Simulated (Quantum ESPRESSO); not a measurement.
# Ca3Si (Pm-3m): zone-centre phonons

Which modes does Ca3Si (Pm-3m) have at the zone centre?

Program: Quantum ESPRESSO 7.5. Level of theory: DFT LDA, scalar-relativistic, plane waves, PseudoDojo norm-conserving pseudopotentials. Results are calculated unless marked as measured.

The structure was built from a prototype and need not be the compound's stable phase.

### 1. The structure

Symmetry: Pm-3m, No. 221, cubic system. Conventional cell: a = 5.134 Å, b = 5.134 Å, c = 5.134 Å, α = 90.00°, β = 90.00°, γ = 90.00°. Si has 12 Ca at 3.63 Å nearest. Nearest to Ca lie 8 Ca at 3.63 Å and 4 Si at 3.63 Å. Farther neighbours are not listed.

Coordinates:

```cif
data_structure
_symmetry_space_group_name_H-M 'P 1'
_symmetry_Int_Tables_number 1
_cell_length_a 5.1345
_cell_length_b 5.1345
_cell_length_c 5.1345
_cell_angle_alpha 90.000
_cell_angle_beta 90.000
_cell_angle_gamma 90.000
_cell_volume 135.36
loop_
_atom_site_label
_atom_site_type_symbol
_atom_site_fract_x
_atom_site_fract_y
_atom_site_fract_z
_atom_site_occupancy
Si1 Si 0.00000 0.00000 0.00000 1
Ca2 Ca 0.00000 0.50000 0.50000 1
Ca3 Ca 0.50000 0.00000 0.50000 1
Ca4 Ca 0.50000 0.50000 0.00000 1
```

### 2. A probe with smearing

Before anything dear is run, a loose run with smearing shows whether this is a metal and how far the cell is from rest.

File probe.in:

```
 &control
    calculation='scf',
    prefix='x',
    outdir='./tmp',
    pseudo_dir='./pseudo',
    tprnfor=.true.,
    tstress=.true.,
    verbosity='high',
 /
 &system
    ibrav=1,
    celldm(1)=9.70276804,
    nat=4,
    ntyp=2,
    ecutwfc=72.0,
    occupations='smearing',
    smearing='gaussian',
    degauss=0.01,
 /
 &electrons
    conv_thr=1.0d-07,
    mixing_beta=0.7,
    electron_maxstep=100,
 /
ATOMIC_SPECIES
 Si     28.0850  Si.upf
 Ca     40.0780  Ca.upf
ATOMIC_POSITIONS crystal
 Si     0.000000000   0.000000000   0.000000000
 Ca     0.000000000   0.500000000   0.500000000
 Ca     0.500000000   0.000000000   0.500000000
 Ca     0.500000000   0.500000000   0.000000000
K_POINTS automatic
 4 4 4 0 0 0
```

Launch:

```bash
OMP_NUM_THREADS=1 mpirun -n 4 pw.x -nk 4 -in probe.in > probe.out
```

What it wrote:

```text
[banners, grids, parts of the stress and lines that vanish by symmetry left out]
Program PWSCF v.7.5
     bravais-lattice index     =            1
     lattice parameter (alat)  =       9.7028  a.u.
[...]
kinetic-energy cutoff     =      72.0000  Ry
     charge density cutoff     =     288.0000  Ry
     scf convergence threshold =      1.0E-07
[...]
Exchange-correlation= SLA  PW   NOGX NOGC
                           (   1   4   0   0   0   0   0)
[...]
48 Sym. Ops., with inversion, found
[...]
(     0          1          0      )
                  (     0          0          1      )
[...]
(  0.0000000  1.0000000  0.0000000 )
                  (  0.0000000  0.0000000  1.0000000 )
[...]
(     0         -1          0      )
                  (     0          0          1      )
[...]
(     1          0          0      )
[...]
( -1.0000000  0.0000000  0.0000000 )
                  (  0.0000000  1.0000000  0.0000000 )
[...]
number of k points=    10  Gaussian smearing, width (Ry)=  0.0100
[...]
End of self-consistent calculation
[...]
the Fermi energy is     5.1322 ev
!    total energy              =    -240.59081901 Ry
[...]
convergence has been achieved in   8 iterations
[...]
atom    1 type  1   force =     0.00000000    0.00000000    0.00000000
     atom    2 type  2   force =     0.00000000    0.00000000    0.00000000
     atom    3 type  2   force =     0.00000000    0.00000000    0.00000000
     atom    4 type  2   force =     0.00000000    0.00000000    0.00000000
[...]
Total force =     0.000000     Total SCF correction =     0.000000
[...]
total   stress  (Ry/bohr**3)                   (kbar)     P=      -61.83
[...]
XML data file, charge density, pseudopotentials, collected wavefunctions

   JOB DONE.
```

Wall time 12 s (4 MPI ranks of Arm Neoverse V1, shared host).

Read from the output:

- volume per atom: 33.84 Å³
- pressure: -6.183 GPa
- gap on the k-mesh: 0 eV

No gap opens on this mesh, so smearing is kept; the start stands at -6.2 GPa.

### 3. Relaxing the cell and atoms

The relaxation runs at a cutoff a fifth above that of the response, since stress converges more slowly with the basis than frequencies do. Forces and stress are brought to rest with tight thresholds.

File relax.in:

```
 &control
    calculation='vc-relax',
    prefix='x',
    outdir='./tmp',
    pseudo_dir='./pseudo',
    tprnfor=.true.,
    tstress=.true.,
    forc_conv_thr=2.0d-05,
    etot_conv_thr=1.0d-07,
    nstep=40,
 /
 &system
    ibrav=1,
    celldm(1)=9.70276804,
    nat=4,
    ntyp=2,
    ecutwfc=86,
    occupations='smearing',
    smearing='mv',
    degauss=0.02,
 /
 &electrons
    conv_thr=1.0d-11,
    mixing_beta=0.7,
    electron_maxstep=100,
 /
 &ions
 /
 &cell
    press_conv_thr=0.2,
 /
ATOMIC_SPECIES
 Si     28.0850  Si.upf
 Ca     40.0780  Ca.upf
ATOMIC_POSITIONS crystal
 Si     0.000000000   0.000000000   0.000000000
 Ca     0.000000000   0.500000000   0.500000000
 Ca     0.500000000   0.000000000   0.500000000
 Ca     0.500000000   0.500000000   0.000000000
K_POINTS automatic
 6 6 6 0 0 0
```

Launch:

```bash
OMP_NUM_THREADS=1 mpirun -n 4 pw.x -nk 4 -in relax.in > relax.out
```

What it wrote:

```text
[banners, grids, parts of the stress and lines that vanish by symmetry left out]
[banner, memory and clock lines left out]
Program PWSCF v.7.5

[...]
kinetic-energy cutoff     =      86.0000  Ry
     charge density cutoff     =     344.0000  Ry
     scf convergence threshold =      1.0E-11
[...]
energy convergence thresh.=      1.0E-07
     force convergence thresh. =      2.0E-05
     press convergence thresh. =      2.0E-01
     Exchange-correlation= SLA  PW   NOGX NOGC
                           (   1   4   0   0   0   0   0)
[...]
48 Sym. Ops., with inversion, found
[...]
number of k points=    20  Marzari-Vanderbilt smearing, width (Ry)=  0.0200
[...]
End of self-consistent calculation
[...]
the Fermi energy is     5.1079 ev
!    total energy              =    -240.58900773 Ry
[...]
convergence has been achieved in  13 iterations
[...]
atom    1 type  1   force =     0.00000000    0.00000000    0.00000000
     atom    2 type  2   force =     0.00000000    0.00000000    0.00000000
     atom    3 type  2   force =     0.00000000    0.00000000    0.00000000
     atom    4 type  2   force =     0.00000000    0.00000000    0.00000000
     Total force =     0.000000     Total SCF correction =     0.000000
[...]
total   stress  (Ry/bohr**3)                   (kbar)     P=      -61.41
[...]
number of bfgs steps    =   0
[...]
CELL_PARAMETERS (alat=  9.70276804)
[...]
ATOMIC_POSITIONS (crystal)
Si               0.0000000000        0.0000000000        0.0000000000
Ca               0.0000000000        0.5000000000        0.5000000000
Ca               0.5000000000        0.0000000000        0.5000000000
Ca               0.5000000000        0.5000000000        0.0000000000
[...]
New effective cutoffs (rho, wfc):  351.15   87.81
[...]
End of self-consistent calculation
[...]
the Fermi energy is     5.3443 ev
!    total energy              =    -240.60051392 Ry
[...]
convergence has been achieved in   9 iterations
[...]
atom    1 type  1   force =     0.00000000    0.00000000    0.00000000
     atom    2 type  2   force =     0.00000000    0.00000000    0.00000000
     atom    3 type  2   force =     0.00000000    0.00000000    0.00000000
     atom    4 type  2   force =     0.00000000    0.00000000    0.00000000
     Total force =     0.000000     Total SCF correction =     0.000000
[...]
total   stress  (Ry/bohr**3)                   (kbar)     P=      -58.06
[...]
number of bfgs steps    =   1
[...]
WARNING: bfgs curvature condition failed, Theta= 0.864
[...]
CELL_PARAMETERS (alat=  9.70276804)
[...]
ATOMIC_POSITIONS (crystal)
[...]
New effective cutoffs (rho, wfc):  362.53   90.66
[...]
End of self-consistent calculation
[...]
the Fermi energy is     5.7210 ev
!    total energy              =    -240.61597528 Ry
[...]
convergence has been achieved in  12 iterations
[...]
atom    1 type  1   force =     0.00000000    0.00000000    0.00000000
     atom    2 type  2   force =     0.00000000    0.00000000    0.00000000
     atom    3 type  2   force =     0.00000000    0.00000000    0.00000000
     atom    4 type  2   force =     0.00000000    0.00000000    0.00000000
     Total force =     0.000000     Total SCF correction =     0.000000
[...]
total   stress  (Ry/bohr**3)                   (kbar)     P=       -4.43
[...]
number of bfgs steps    =   4
[...]
CELL_PARAMETERS (alat=  9.70276804)
[...]
ATOMIC_POSITIONS (crystal)
[...]
New effective cutoffs (rho, wfc):  414.41  103.63
[...]
the Fermi energy is     7.5961 ev
!    total energy              =    -240.64747510 Ry
[...]
convergence has been achieved in  13 iterations
[...]
Total force =     0.000000     Total SCF correction =     0.000000
[...]
total   stress  (Ry/bohr**3)                   (kbar)     P=        0.94
[...]
number of bfgs steps    =   5
[...]
CELL_PARAMETERS (alat=  9.70276804)
[...]
ATOMIC_POSITIONS (crystal)
[...]
New effective cutoffs (rho, wfc):  413.74  103.46
[...]
the Fermi energy is     7.5702 ev
!    total energy              =    -240.64748038 Ry
[...]
convergence has been achieved in  12 iterations
[...]
Total force =     0.000000     Total SCF correction =     0.000000
[...]
total   stress  (Ry/bohr**3)                   (kbar)     P=       -0.01
[...]
number of bfgs steps    =   6
[...]
small trust_radius: resetting bfgs history
[...]
CELL_PARAMETERS (alat=  9.70276804)
[...]
ATOMIC_POSITIONS (crystal)
[...]
New effective cutoffs (rho, wfc):  413.74  103.46
[...]
End of self-consistent calculation
[...]
the Fermi energy is     7.5703 ev
!    total energy              =    -240.64748038 Ry
[...]
convergence has been achieved in   4 iterations
[...]
atom    1 type  1   force =     0.00000000    0.00000000    0.00000000
     atom    2 type  2   force =     0.00000000    0.00000000    0.00000000
     atom    3 type  2   force =     0.00000000    0.00000000    0.00000000
     atom    4 type  2   force =     0.00000000    0.00000000    0.00000000
     Total force =     0.000000     Total SCF correction =     0.000000
[...]
total   stress  (Ry/bohr**3)                   (kbar)     P=       -0.01
[...]
bfgs converged in   8 scf cycles and   7 bfgs steps
[...]
End of BFGS Geometry Optimization
     Final enthalpy           =    -240.6474803787 Ry
     File ./tmp/x.bfgs deleted, as requested
[...]
CELL_PARAMETERS (alat=  9.70276804)
[...]
ATOMIC_POSITIONS (crystal)
[...]
Ca               0.5000000000        0.0000000000        0.5000000000
Ca               0.5000000000        0.5000000000        0.0000000000
[...]
Final scf calculation at the relaxed structure.
[...]
kinetic-energy cutoff     =      86.0000  Ry
     charge density cutoff     =     344.0000  Ry
     scf convergence threshold =      1.0E-13
[...]
press convergence thresh. =      2.0E-01
     Exchange-correlation= SLA  PW   NOGX NOGC
                           (   1   4   0   0   0   0   0)
[...]
48 Sym. Ops., with inversion, found
[...]
number of k points=    20  Marzari-Vanderbilt smearing, width (Ry)=  0.0200
[...]
c_bands:  1 eigenvalues not converged
     c_bands:  2 eigenvalues not converged
     c_bands:  2 eigenvalues not converged
     c_bands:  2 eigenvalues not converged
     c_bands:  2 eigenvalues not converged
[...]
End of self-consistent calculation
[...]
the Fermi energy is     7.5703 ev
!    total energy              =    -240.64746244 Ry
[...]
convergence has been achieved in  16 iterations
[...]
atom    1 type  1   force =     0.00000000    0.00000000    0.00000000
     atom    2 type  2   force =     0.00000000    0.00000000    0.00000000
     atom    3 type  2   force =     0.00000000    0.00000000    0.00000000
     atom    4 type  2   force =     0.00000000    0.00000000    0.00000000
     Total force =     0.000000     Total SCF correction =     0.000000
[...]
total   stress  (Ry/bohr**3)                   (kbar)     P=       -0.03
[...]
XML data file, charge density, pseudopotentials, collected wavefunctions
```

It took 3.9 min on 4 MPI ranks; 16 min of CPU time.

Step by step:

```csv
step,energy less that of the first step (eV),largest force (eV/Å),pressure (GPa),volume (Å³)
1,0.0000,0.0000,-6.14,135.36
2,-0.1566,0.0000,-5.81,131.17
3,-0.3669,0.0000,-5.16,125.04
4,-0.6163,0.0000,-3.79,116.21
5,-0.7939,0.0000,-0.44,103.76
6,-0.7955,0.0000,0.09,102.31
7,-0.7956,0.0000,0.00,102.56
8,-0.7956,0.0000,0.00,102.56
9,-0.7953,0.0000,0.00,102.56
```

```csv
"conventional cell, symmetrised",before,after,change
a (Å),5.134,4.681,-8.8 %
b (Å),5.134,4.681,-8.8 %
c (Å),5.134,4.681,-8.8 %
volume (Å³/atom),33.84,25.64,-24.2 %
```

The relaxed structure:

```xyz
4
Lattice="4.6808 0.0000 0.0000 0.0000 4.6808 0.0000 0.0000 0.0000 4.6808" Properties=species:S:1:pos:R:3 pbc="T T T"
Si    0.0000    0.0000    0.0000
Ca    0.0000    2.3404    2.3404
Ca    2.3404    0.0000    2.3404
Ca    2.3404    2.3404    0.0000
```

The last row of the table of steps is pw.x's closing run on a basis chosen anew for the final cell, so its energy can jump.

This step gave:

| Property | Result |
| --- | --- |
| volume per atom | 25.64 Å³ |
| pressure | -0.003000 GPa |

The volume changes by -24.2 % from the cell with which this run began.

### 4. Ground state

The response is built on this ground state, so it is converged far tighter than an energy would need. Smearing stays on, as the first look found no gap above 0.3 eV.

File scf.in:

```
 &control
    calculation='scf',
    prefix='x',
    outdir='./tmp',
    pseudo_dir='./pseudo',
    tprnfor=.true.,
    tstress=.true.,
 /
 &system
    ibrav=1,
    celldm(1)=8.84551402,
    nat=4,
    ntyp=2,
    ecutwfc=72.0,
    occupations='smearing',
    smearing='mv',
    degauss=0.02,
 /
 &electrons
    conv_thr=1.0d-12,
    mixing_beta=0.7,
    electron_maxstep=100,
 /
ATOMIC_SPECIES
 Si     28.0850  Si.upf
 Ca     40.0780  Ca.upf
ATOMIC_POSITIONS crystal
 Si     0.000000000   0.000000000   0.000000000
 Ca     0.000000000   0.500000000   0.500000000
 Ca     0.500000000   0.000000000   0.500000000
 Ca     0.500000000   0.500000000   0.000000000
K_POINTS automatic
 6 6 6 0 0 0
```

Launch:

```bash
OMP_NUM_THREADS=1 mpirun -n 4 pw.x -nk 4 -in scf.in > scf.out
```

What it wrote:

```text
[banners, grids, parts of the stress and lines that vanish by symmetry left out]
[banner, memory and clock lines left out]
Program PWSCF v.7.5

[...]
kinetic-energy cutoff     =      72.0000  Ry
     charge density cutoff     =     288.0000  Ry
     scf convergence threshold =      1.0E-12
[...]
Exchange-correlation= SLA  PW   NOGX NOGC
                           (   1   4   0   0   0   0   0)
[...]
48 Sym. Ops., with inversion, found
[...]
number of k points=    20  Marzari-Vanderbilt smearing, width (Ry)=  0.0200
[...]
c_bands:  1 eigenvalues not converged
[...]
c_bands:  1 eigenvalues not converged
[...]
End of self-consistent calculation
[...]
the Fermi energy is     7.5703 ev
!    total energy              =    -240.64743685 Ry
[...]
convergence has been achieved in  14 iterations
[...]
atom    1 type  1   force =     0.00000000    0.00000000    0.00000000
     atom    2 type  2   force =     0.00000000    0.00000000    0.00000000
     atom    3 type  2   force =     0.00000000    0.00000000    0.00000000
     atom    4 type  2   force =     0.00000000    0.00000000    0.00000000
     Total force =     0.000000     Total SCF correction =     0.000000
[...]
total   stress  (Ry/bohr**3)                   (kbar)     P=       -0.04
[...]
XML data file, charge density, pseudopotentials, collected wavefunctions
```

It took 19 s on 4 MPI ranks.

Read from the output:

```
pressure : -0.004 GPa
```

The cell stands at -0.004 GPa, close enough for phonons.

(Part 1 of 2 ends here.)

[Host names and launcher messages were left out of these logs when they were recorded.]

[Logs are printed without paths, hosts, clocks, repeated set-up lines and the standing remarks that a program may print on its own settings, such as how far it seeks lower states.]

[Hosts, paths, dates, database ids (printed as entryN), source tags and the programs' standing remarks are cut or masked in the printed files.]
